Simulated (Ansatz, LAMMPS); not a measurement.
# Glassy 79TiO2-21SiO2 (mol %) (99 atoms): geometry optimisation, part 2 of 3

Aim: bring glassy 79TiO2-21SiO2 (mol %) (99 atoms) to a nearby minimum of the energy and see what moves.

Ansatz 0.2.0; Kohn-Sham DFT, PBE, PAW (set soft_2), plane waves.

The cell: 26 Ti, 7 Si and 66 O. The quench rate of 50 K/ps is orders of magnitude faster than experiment. The network of bonds at the start is that of the classical potential that made the cell. Sampling is at Γ alone, for a cell whose shortest periodic width is 11 Å.

So far. Step 3 (Single point at the start): Neighbours are counted within 2.64 Å (O-Ti), 2.12 Å (O-Si).

**4. Relaxation**

With the cell held, the atoms are moved downhill towards a nearby minimum.

The input, input.yaml:

```yaml
crystal:
  lattice:
    - [11.04811, 0.0, 0.0]
    - [0.0, 11.04811, 0.0]
    - [0.0, 0.0, 11.04811]
  atoms:
    [... the 99 atom lines of step 3 ...]
kpoints:
  mp_grid: { grid: [1, 1, 1] }
hamiltonian:
  xc: pbe
scf:
  occupations: { method: gaussian, width: 0.025 }
output:
  forces: true
relax:
  f_tol: 0.05
  max_steps: 200
```

The run is started by

```
$ ansatz run input.yaml --threads 4 --pin off --max-ram 8192MiB --backend cpu --events-out ev --progress --plain --runs-dir out
```

Numbers of over 12 decimals in the logs are rounded to 6 here.

Log:

```text
[...]
Crystal: 99 atoms, lattice volume = 1348.540 Å³
Basis set: ecut = 420 eV, 26193 PW (Γ), exchange–correlation on 150×150×150 points (8 copies of the dense FFT grid, shifted against one another)
Bands: 467, of which v1, the nominal top of the filled ones, is band 368 counted from 1 (367 counted from 0)
Symmetry: 1 space group operations
[...]
k-points: 1
[...]
SCF iter   1: F=—  HF=-107006.258229 eV  |F-HF|=—  |Δ(HF+E_count)|=         —  Δρ=4.25e-3  dr2=3.20e-1  ethr=1.77e-3  ⟨swp⟩=6.0  Hψ=1767  notcnv=0  defer=66
[...]
SCF iter   8: F=-107006.223811 eV  HF=-107006.223806 eV  |F-HF|=4.90e-6  |Δ(HF+E_count)|=   9.97e-6  Δρ=3.18e-5  dr2=1.57e-5  ethr=8.49e-9  ⟨swp⟩=4.0  Hψ=1210  notcnv=0
SCF 1 converged in 8 iterations: F = -107006.223811 eV  dr2 = 1.57e-5
[...]
relax step   1: F+E_penalty+E_count = -107006.22381104 eV  Δ(F+E_penalty+E_count) = +0.000e0 eV  max|allowed force component| = 4.095e0 eV/Å  Δτ_max = 0.0000 Å  (8 SCF iters, dr2 threshold 6.25e-5 eV, accepted)
[...]
relax step   2: F+E_penalty+E_count = -107010.82145676 eV  Δ(F+E_penalty+E_count) = -4.598e0 eV  max|allowed force component| = 2.342e0 eV/Å  Δτ_max = 0.1943 Å  (8 SCF iters, dr2 threshold 1.00e-4 eV, accepted)
[...]
relax step   3: F+E_penalty+E_count = -107012.58004593 eV  Δ(F+E_penalty+E_count) = -1.759e0 eV  max|allowed force component| = 6.524e-1 eV/Å  Δτ_max = 0.1915 Å  (8 SCF iters, dr2 threshold 1.00e-4 eV, accepted)
relax step   4: F+E_penalty+E_count = -107013.21065692 eV  Δ(F+E_penalty+E_count) = -6.306e-1 eV  max|allowed force component| = 4.311e-1 eV/Å  Δτ_max = 0.2000 Å  (8 SCF iters, dr2 threshold 3.30e-5 eV, accepted)
relax step   5: F+E_penalty+E_count = -107013.55816473 eV  Δ(F+E_penalty+E_count) = -3.475e-1 eV  max|allowed force component| = 3.209e-1 eV/Å  Δτ_max = 0.2000 Å  (9 SCF iters, dr2 threshold 1.44e-5 eV, accepted)
relax step   6: F+E_penalty+E_count = -107013.61092619 eV  Δ(F+E_penalty+E_count) = -5.276e-2 eV  max|allowed force component| = 2.867e-1 eV/Å  Δτ_max = 0.0960 Å  (7 SCF iters, dr2 threshold 4.49e-5 eV, accepted)
relax step   7: F+E_penalty+E_count = -107013.62423075 eV  Δ(F+E_penalty+E_count) = -1.330e-2 eV  max|allowed force component| = 1.999e-1 eV/Å  Δτ_max = 0.0387 Å  (6 SCF iters, dr2 threshold 4.55e-5 eV, accepted)
relax step   8: F+E_penalty+E_count = -107013.62896543 eV  Δ(F+E_penalty+E_count) = -4.735e-3 eV  max|allowed force component| = 1.498e-1 eV/Å  Δτ_max = 0.0904 Å  (7 SCF iters, dr2 threshold 1.94e-5 eV, accepted)
relax step   9: F+E_penalty+E_count = -107013.63658282 eV  Δ(F+E_penalty+E_count) = -7.617e-3 eV  max|allowed force component| = 6.435e-2 eV/Å  Δτ_max = 0.0434 Å  (7 SCF iters, dr2 threshold 1.09e-5 eV, accepted)
relax step  10: F+E_penalty+E_count = -107013.62345685 eV  Δ(F+E_penalty+E_count) = +1.313e-2 eV  max|allowed force component| = 1.119e-1 eV/Å  Δτ_max = 0.0736 Å  (11 SCF iters, rejected (line search))
relax step  11: F+E_penalty+E_count = -107013.63147070 eV  Δ(F+E_penalty+E_count) = +5.112e-3 eV  max|allowed force component| = 1.428e-1 eV/Å  Δτ_max = 0.0368 Å  (11 SCF iters, rejected (line search))
[...]
relax step  12: F+E_penalty+E_count = -107013.63871772 eV  Δ(F+E_penalty+E_count) = -2.135e-3 eV  max|allowed force component| = 1.256e-2 eV/Å  Δτ_max = 0.0150 Å  (10 SCF iters, accepted)
SCF converged after 10 iterations
Free energy (F): -107013.638718 eV
[...]
Internal energy: -107013.638718 eV  (E = F + TS)
E sigma→0 (E₀):  -107013.638718 eV
Fermi energy:    5.870620 eV
[...]
--- Forces (eV/Å), atoms counted from 1 ---
  atom   1  Ti     0.00798179     0.00304981     0.00221092
  atom   2  Ti    -0.00046478    -0.00838770    -0.00194637
  atom   3  Ti    -0.00190303    -0.00585807    -0.00390851
  atom   4  Ti     0.00682339     0.00937006    -0.00014478
  atom   5  Ti     0.00498997    -0.00209539     0.00554619
  atom   6  Ti     0.00070399    -0.00772897     0.00540086
  atom   7  Ti     0.00406663    -0.00528417     0.00965631
  atom   8  Ti    -0.00045887    -0.00179889    -0.00108310
  atom   9  Ti    -0.00231034    -0.00106880    -0.00152781
  atom  10  Ti    -0.00319736    -0.00470538     0.00317890
  atom  11  Ti     0.00287205     0.00600816     0.00494296
  atom  12  Ti     0.00626801    -0.00140708    -0.00112959
  atom  13  Ti     0.00614044     0.00129215     0.00731033
  atom  14  Ti    -0.00190122     0.00667344    -0.00180729
[...]
atom  98  O     -0.00374389    -0.00503245    -0.00306477
  atom  99  O     -0.00432295     0.00071686    -0.00354893
  max |Σ_I F_I| component: 1.71e-4 eV/Å
--- Relaxed structure (12 steps of the walk, 10 accepted, 0 SCFs on fresh bases) ---
  F+E_penalty+E_count = -107013.63871772 eV   max|allowed force component| = 1.256e-2 eV/Å
  atoms:
    - { symbol: Ti, position: [0.247177, 0.740028, 0.093583] }
    - { symbol: Ti, position: [0.245221, 0.525796, 0.884849] }
    - { symbol: Ti, position: [0.789750, 0.748121, -0.00115428] }
    - { symbol: Ti, position: [0.454712, 0.678130, 0.725690] }
[...]
- { symbol: O, position: [0.563062, 0.547832, 0.327839] }
```

Run time: 2.7 min. Hardware: 4 threads of Arm Neoverse V2, shared host; peak memory 1.9 GiB.

Relaxation path:

| step | energy less that of the first step (eV) | largest force component (eV/Å) |
| --- | --- | --- |
| 1 | 0.0000 | 4.0948 |
| 2 | -4.5976 | 2.3422 |
| 3 | -6.3562 | 0.6524 |
| 4 | -6.9868 | 0.4311 |
| 5 | -7.3344 | 0.3209 |
| 6 | -7.3871 | 0.2867 |
| 7 | -7.4004 | 0.1999 |
| 8 | -7.4052 | 0.1498 |
| 9 | -7.4128 | 0.0643 |
| 10 | -7.3996 | 0.1119 |
| 11 | -7.4077 | 0.1428 |
| 12 | -7.4149 | 0.0126 |

Relaxation steps 10, 11 were tried and not accepted.

The atoms that moved most (Å):

| atom | dx | dy | dz | length |
| --- | --- | --- | --- | --- |
| O40 | 0.188 | -0.324 | -0.553 | 0.669 |
| Ti12 | -0.390 | -0.046 | -0.343 | 0.522 |
| O70 | -0.132 | 0.486 | 0.116 | 0.516 |
| Ti16 | 0.207 | -0.080 | 0.395 | 0.453 |
| O37 | 0.085 | -0.134 | -0.416 | 0.445 |
| O97 | 0.138 | 0.237 | -0.334 | 0.432 |
| Ti9 | -0.171 | 0.366 | 0.145 | 0.430 |
| O56 | -0.180 | 0.169 | 0.348 | 0.427 |

The relaxation changed the energy by -74.9 meV/atom, and atoms moved by 0.26 Å r.m.s., 0.67 Å at most.

**5. Local order after relaxation**

Bonds before and after, by the cutoffs listed below:

| pair | bonds before | bonds after | mean before (Å) | mean after (Å) | spread before (Å) | spread after (Å) |
| --- | --- | --- | --- | --- | --- | --- |
| O-Ti | 111 | 118 | 1.859 | 1.902 | 0.149 | 0.146 |
| O-Si | 28 | 28 | 1.632 | 1.642 | 0.049 | 0.014 |

Density 3.07 g/cm³, 13.62 Å³ an atom.

Pair distribution functions g(r), in bins of 0.2 Å:

| r (Å) | total | O-O | O-Ti | O-Si | Ti-Ti | Ti-Si | Si-Si |
| --- | --- | --- | --- | --- | --- | --- | --- |
| 1.60 | 1.14 | 0.00 | 0.00 | 12.10 | 0.00 | 0.00 | 0.00 |
| 1.80 | 2.77 | 0.00 | 7.89 | 0.00 | 0.00 | 0.00 | 0.00 |
| 2.00 | 0.62 | 0.00 | 1.76 | 0.00 | 0.00 | 0.00 | 0.00 |
| 2.20 | 0.16 | 0.00 | 0.45 | 0.00 | 0.00 | 0.00 | 0.00 |
| 2.40 | 0.09 | 0.08 | 0.17 | 0.00 | 0.00 | 0.00 | 0.00 |
| 2.60 | 0.78 | 1.68 | 0.09 | 0.00 | 0.00 | 0.00 | 0.00 |
| 2.80 | 1.42 | 3.05 | 0.12 | 0.15 | 0.00 | 0.00 | 0.00 |
| 3.00 | 1.04 | 1.98 | 0.28 | 0.13 | 0.52 | 0.32 | 0.00 |
| 3.20 | 1.16 | 1.58 | 0.58 | 0.69 | 1.22 | 2.25 | 4.42 |
| 3.40 | 0.93 | 0.92 | 0.41 | 0.51 | 2.51 | 4.12 | 1.98 |
| 3.60 | 1.06 | 0.59 | 1.11 | 2.05 | 3.05 | 0.24 | 0.00 |
| 3.80 | 0.93 | 0.56 | 1.27 | 1.51 | 0.69 | 1.20 | 0.00 |
| 4.00 | 1.09 | 0.64 | 1.52 | 1.90 | 0.60 | 0.74 | 4.16 |
| 4.20 | 0.99 | 0.57 | 1.33 | 1.71 | 0.98 | 1.00 | 1.28 |
| 4.40 | 1.15 | 0.70 | 1.69 | 1.33 | 0.99 | 1.05 | 1.12 |
| 4.60 | 0.94 | 0.74 | 1.29 | 0.82 | 0.76 | 0.70 | 1.04 |
| 4.80 | 1.11 | 1.19 | 1.07 | 0.80 | 1.38 | 0.90 | 1.92 |
| 5.00 | 1.01 | 1.17 | 0.90 | 0.55 | 1.00 | 1.29 | 0.85 |
| 5.20 | 1.03 | 1.29 | 0.80 | 0.77 | 1.11 | 0.65 | 0.82 |
| 5.40 | 1.01 | 1.43 | 0.62 | 0.56 | 0.87 | 1.11 | 0.77 |

Bonds by pair of elements; cutoffs follow the first minimum of g(r), held within bounds set by covalent radii, and pairs that aren't listed don't count as bonded:

| pair A-B | cutoff (Å) | bonds | mean length (Å) | spread (Å) | shortest (Å) | B about A | A about B |
| --- | --- | --- | --- | --- | --- | --- | --- |
| O-Ti | 2.64 | 118 | 1.90 | 0.146 | 1.75 | 1.79 | 4.54 |
| O-Si | 2.08 | 28 | 1.64 | 0.014 | 1.62 | 0.424 | 4 |

How many atoms have how many bonded neighbours:

| element | mean | 2 | 3 | 4 | 5 | 6 |
| --- | --- | --- | --- | --- | --- | --- |
| O | 2.21 | 52 | 14 | 0 | 0 | 0 |
| Si | 4 | 0 | 0 | 7 | 0 | 0 |
| Ti | 4.54 | 0 | 0 | 14 | 10 | 2 |

Bond angles (no mean is given where the spread exceeds 20°):

| angle | count | mean (°) | spread (°) |
| --- | --- | --- | --- |
| O-Ti-O | 214 | - | - |
| Ti-O-Ti | 64 | - | - |
| O-Si-O | 42 | 109 | 4.5 |
| Si-O-Ti | 27 | 140 | 18.9 |
| Si-O-Si | 3 | 155 | 8.4 |

Bond length by coordination (bonds to H left out):

| element | coordination | atoms | mean bond length (Å) |
| --- | --- | --- | --- |
| O | 2 | 52 | 1.79 |
| O | 3 | 14 | 2.00 |
| Ti | 4 | 14 | 1.83 |
| Ti | 5 | 10 | 1.94 |
| Ti | 6 | 2 | 2.05 |

Rings of the network by King's shortest-path rule, up to 12 atoms, one path for each pair of neighbours; H, halogens, alkali and alkaline-earth atoms are left out, and the last column divides by all other atoms, bonded or not:

| ring size (atoms) | rings | per network atom |
| --- | --- | --- |
| 4 | 6 | 0.061 |
| 6 | 5 | 0.051 |
| 8 | 23 | 0.232 |
| 10 | 44 | 0.444 |
| 12 | 29 | 0.293 |

With the cutoffs above, 79 % of O atoms have 2, all Si atoms have 4 and 54 % of Ti atoms have 4 bonded neighbours. Rings of 10 atoms are the most common (41 % of those counted); sizes run from 4 to 12, where the search stops.

(Part 2 of 3 ends here.)

[Logs are printed without paths, hosts, clocks, repeated set-up lines and the standing remarks that a program may print on its own settings, such as how far it seeks lower states.]

[Hosts, paths, dates, database ids (printed as entryN), source tags and the programs' standing remarks are cut or masked in the printed files.]
